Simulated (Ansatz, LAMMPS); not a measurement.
# 48Ga2O3-52ZnO (mol %) with crystalline order left by the classical run (93 atoms), the frame at 158 fs of a trajectory (instantaneous temperature 374 K)

The starting structure: 93 atoms (26 Fe, 14 Zn, 53 O) placed at random at 4.69 g/cm³, melted at 5000 K for 10 ps at fixed volume with the Morse and Coulomb pair potential with partial charges (Pedone, Malavasi, Menziani, Cormack and Segre, J. Phys. Chem. B 110, 11780 (2006)). Quenched from 5000 K to 300 K at 20 K/ps and fixed volume, held 10 ps at zero pressure, then minimised at fixed cell. Then Fe was replaced by Ga and the cell scaled by 1.005 (the potential has no terms for the new elements, so the cell is a start for a DFT relaxation).

Calculated values (Ansatz 0.2.0, Kohn-Sham DFT, LDA, PAW (set soft_2), plane waves; cutoff 420 eV, Γ point, fixed occupations; density 5.85 g/cm³) for the frame at 158 fs of a trajectory (instantaneous temperature 374 K).

Extended XYZ; positions in Å, forces in eV/Å:

```xyz
93
Lattice="10.050 0.000 0.000 0.000 10.050 0.000 0.000 0.000 10.050" Properties=species:S:1:pos:R:3:forces:R:3 pbc="T T T"
Ga 5.691 4.641 5.296 0.476 1.257 -1.200
Ga 4.699 2.293 1.208 -0.048 -0.688 -0.476
Ga 3.363 2.315 3.789 0.162 0.274 -0.330
Ga 1.888 7.387 2.168 0.368 0.987 -0.010
Ga 1.057 0.352 1.361 0.208 -0.411 -0.005
Ga 7.773 1.302 0.673 0.042 0.627 0.080
Ga 7.388 3.789 2.612 -1.289 -0.006 -0.637
Ga 9.392 7.809 4.209 0.464 0.331 -0.962
Ga 9.681 5.512 2.274 -1.318 -0.752 -0.955
Ga 1.287 6.673 9.382 0.688 -0.181 0.237
Ga 6.116 0.632 7.748 -0.432 -0.898 0.044
Ga 1.689 9.791 4.088 0.421 0.682 -0.455
Ga 8.763 0.021 6.131 0.112 0.982 0.874
Ga 8.485 0.586 3.300 -0.203 0.874 -0.927
Ga 3.646 8.973 9.469 -0.134 -1.511 0.720
Ga 1.806 5.282 4.842 1.394 -0.946 -1.242
Ga 3.201 1.748 8.934 -0.203 0.251 -0.166
Ga 4.018 7.513 4.793 0.506 -0.260 -1.199
Ga 8.597 7.814 8.359 -0.018 -1.038 -0.474
Ga 6.699 7.930 5.838 -0.825 -0.025 -0.558
Ga 0.813 9.826 8.636 0.094 0.538 0.171
Ga 1.259 4.273 7.324 0.287 -0.154 0.312
Ga 8.766 5.357 6.209 -0.667 -0.846 0.967
Ga 0.364 2.730 3.192 0.638 0.335 -0.138
Ga 0.491 3.021 0.039 -0.159 1.266 1.049
Ga 8.987 8.461 1.309 0.243 -0.210 -0.765
Zn 1.228 1.817 5.929 -0.566 -0.129 -0.050
Zn 2.605 4.572 0.973 0.991 -1.900 -0.502
Zn 4.048 9.455 2.143 0.223 -0.445 -0.203
Zn 3.995 6.447 7.437 -0.366 0.161 0.533
Zn 8.220 2.748 5.241 -0.308 0.148 -0.330
Zn 5.810 1.083 4.581 -0.899 -0.269 0.092
Zn 1.359 7.705 6.404 -1.127 -0.482 0.929
Zn 6.532 7.468 2.591 -0.329 -0.014 0.624
Zn 4.451 5.387 2.715 -0.401 -0.290 -0.367
Zn 8.733 2.442 7.740 -0.246 -0.786 -0.232
Zn 8.607 5.067 9.502 -0.771 -1.173 1.983
Zn 3.900 3.208 6.706 -0.589 -0.025 0.351
Zn 6.247 8.618 10.040 0.374 0.329 -0.152
Zn 3.692 9.763 6.620 0.856 1.053 -0.520
O 2.630 9.941 8.258 -0.998 0.344 -0.461
O 2.928 4.901 6.700 0.082 -0.306 0.453
O 9.008 4.078 3.556 0.682 -0.043 -0.156
O 3.134 6.217 1.525 0.400 -0.249 0.754
O 0.855 4.821 9.078 0.285 -0.373 -0.024
O 6.172 5.032 3.470 0.314 -0.213 -0.501
O 7.695 9.807 1.797 0.248 0.007 0.471
O 2.074 2.527 7.438 -0.022 0.923 0.893
O 0.871 3.926 1.665 -0.498 0.042 -0.157
O 0.781 6.397 3.482 -0.070 -0.545 1.011
O 8.239 9.347 4.559 -0.969 0.085 -0.030
O 1.433 1.529 9.963 0.534 -0.376 -0.852
O 9.496 1.565 1.803 -0.703 0.486 0.716
O 7.444 1.472 6.745 1.740 -0.245 -0.730
O 3.855 3.484 2.322 -0.483 0.314 1.307
O 8.585 5.955 8.003 -0.225 1.288 -1.931
O 9.878 9.624 0.115 -0.186 0.060 -0.049
O 6.983 0.398 9.393 -0.138 0.008 -0.617
O 8.866 2.986 9.453 -0.541 -0.285 0.827
O 10.007 0.699 7.313 -0.085 0.171 -0.273
O 5.164 8.726 8.412 -0.211 0.420 0.345
O 0.695 5.875 6.160 -0.789 -0.024 0.248
O 9.631 3.609 6.513 1.476 0.858 0.632
O 2.814 8.378 3.584 0.450 0.637 -0.730
O 3.679 3.252 9.884 -0.301 0.760 0.291
O 8.302 6.919 5.384 -0.383 -0.342 0.263
O 4.552 1.005 2.956 0.221 0.756 0.495
O 7.974 7.594 10.013 -0.513 0.615 0.194
O 8.409 7.345 2.675 0.137 -1.214 0.143
O 7.727 8.878 7.145 0.344 -1.276 0.543
O 3.502 5.830 4.376 -0.141 -0.448 -0.515
O 4.777 3.083 5.030 -0.613 -0.969 -0.397
O 0.384 8.959 2.706 -0.047 0.905 -0.565
O 7.242 1.966 3.741 0.730 0.109 -0.135
O 5.479 6.252 6.235 0.127 1.099 0.404
O 5.637 9.846 6.017 -0.746 0.089 0.280
O 5.155 8.034 1.467 0.491 0.494 -0.371
O 1.782 1.311 2.858 -0.221 -0.744 -0.129
O 6.542 2.587 1.323 0.473 0.096 -0.235
O 5.674 8.026 4.281 0.424 -0.396 -0.430
O 3.002 7.070 8.969 0.036 0.242 -0.319
O 0.543 8.893 5.214 -0.327 -0.204 1.137
O 2.312 8.862 0.874 0.446 0.741 0.577
O 7.239 4.152 6.040 1.029 0.912 0.219
O 4.086 0.696 0.198 0.728 0.012 0.969
O 4.668 1.801 7.667 -0.201 -0.762 0.635
O 9.751 1.546 4.629 -0.146 -0.485 -0.229
O 0.470 6.781 0.991 -0.456 0.171 -0.552
O 3.145 7.952 6.287 0.867 0.180 0.482
O 1.791 3.380 4.453 -0.567 0.948 -0.288
O 0.456 7.960 8.218 -0.238 -0.068 -0.362
O 8.120 4.923 1.251 1.158 0.332 0.537
O 2.792 0.931 5.171 -0.254 -1.188 0.095
```

The quench rate of 20 K/ps is many orders above laboratory rates, so the cell is likely richer in defects and strain than a real sample. The network of bonds at the start is that of the classical potential that made the cell. Only the Γ point is sampled, in a cell whose shortest periodic width is 10 Å.

The r.m.s. force component is 0.634 eV/Å; the longest force, 2.43 eV/Å, acts on Zn37. The energy lies 3.3 meV/atom above that of the first step of this run.

[Logs are printed without paths, hosts, clocks, repeated set-up lines and the standing remarks that a program may print on its own settings, such as how far it seeks lower states.]

[Hosts, paths, dates, database ids (printed as entryN), source tags and the programs' standing remarks are cut or masked in the printed files.]
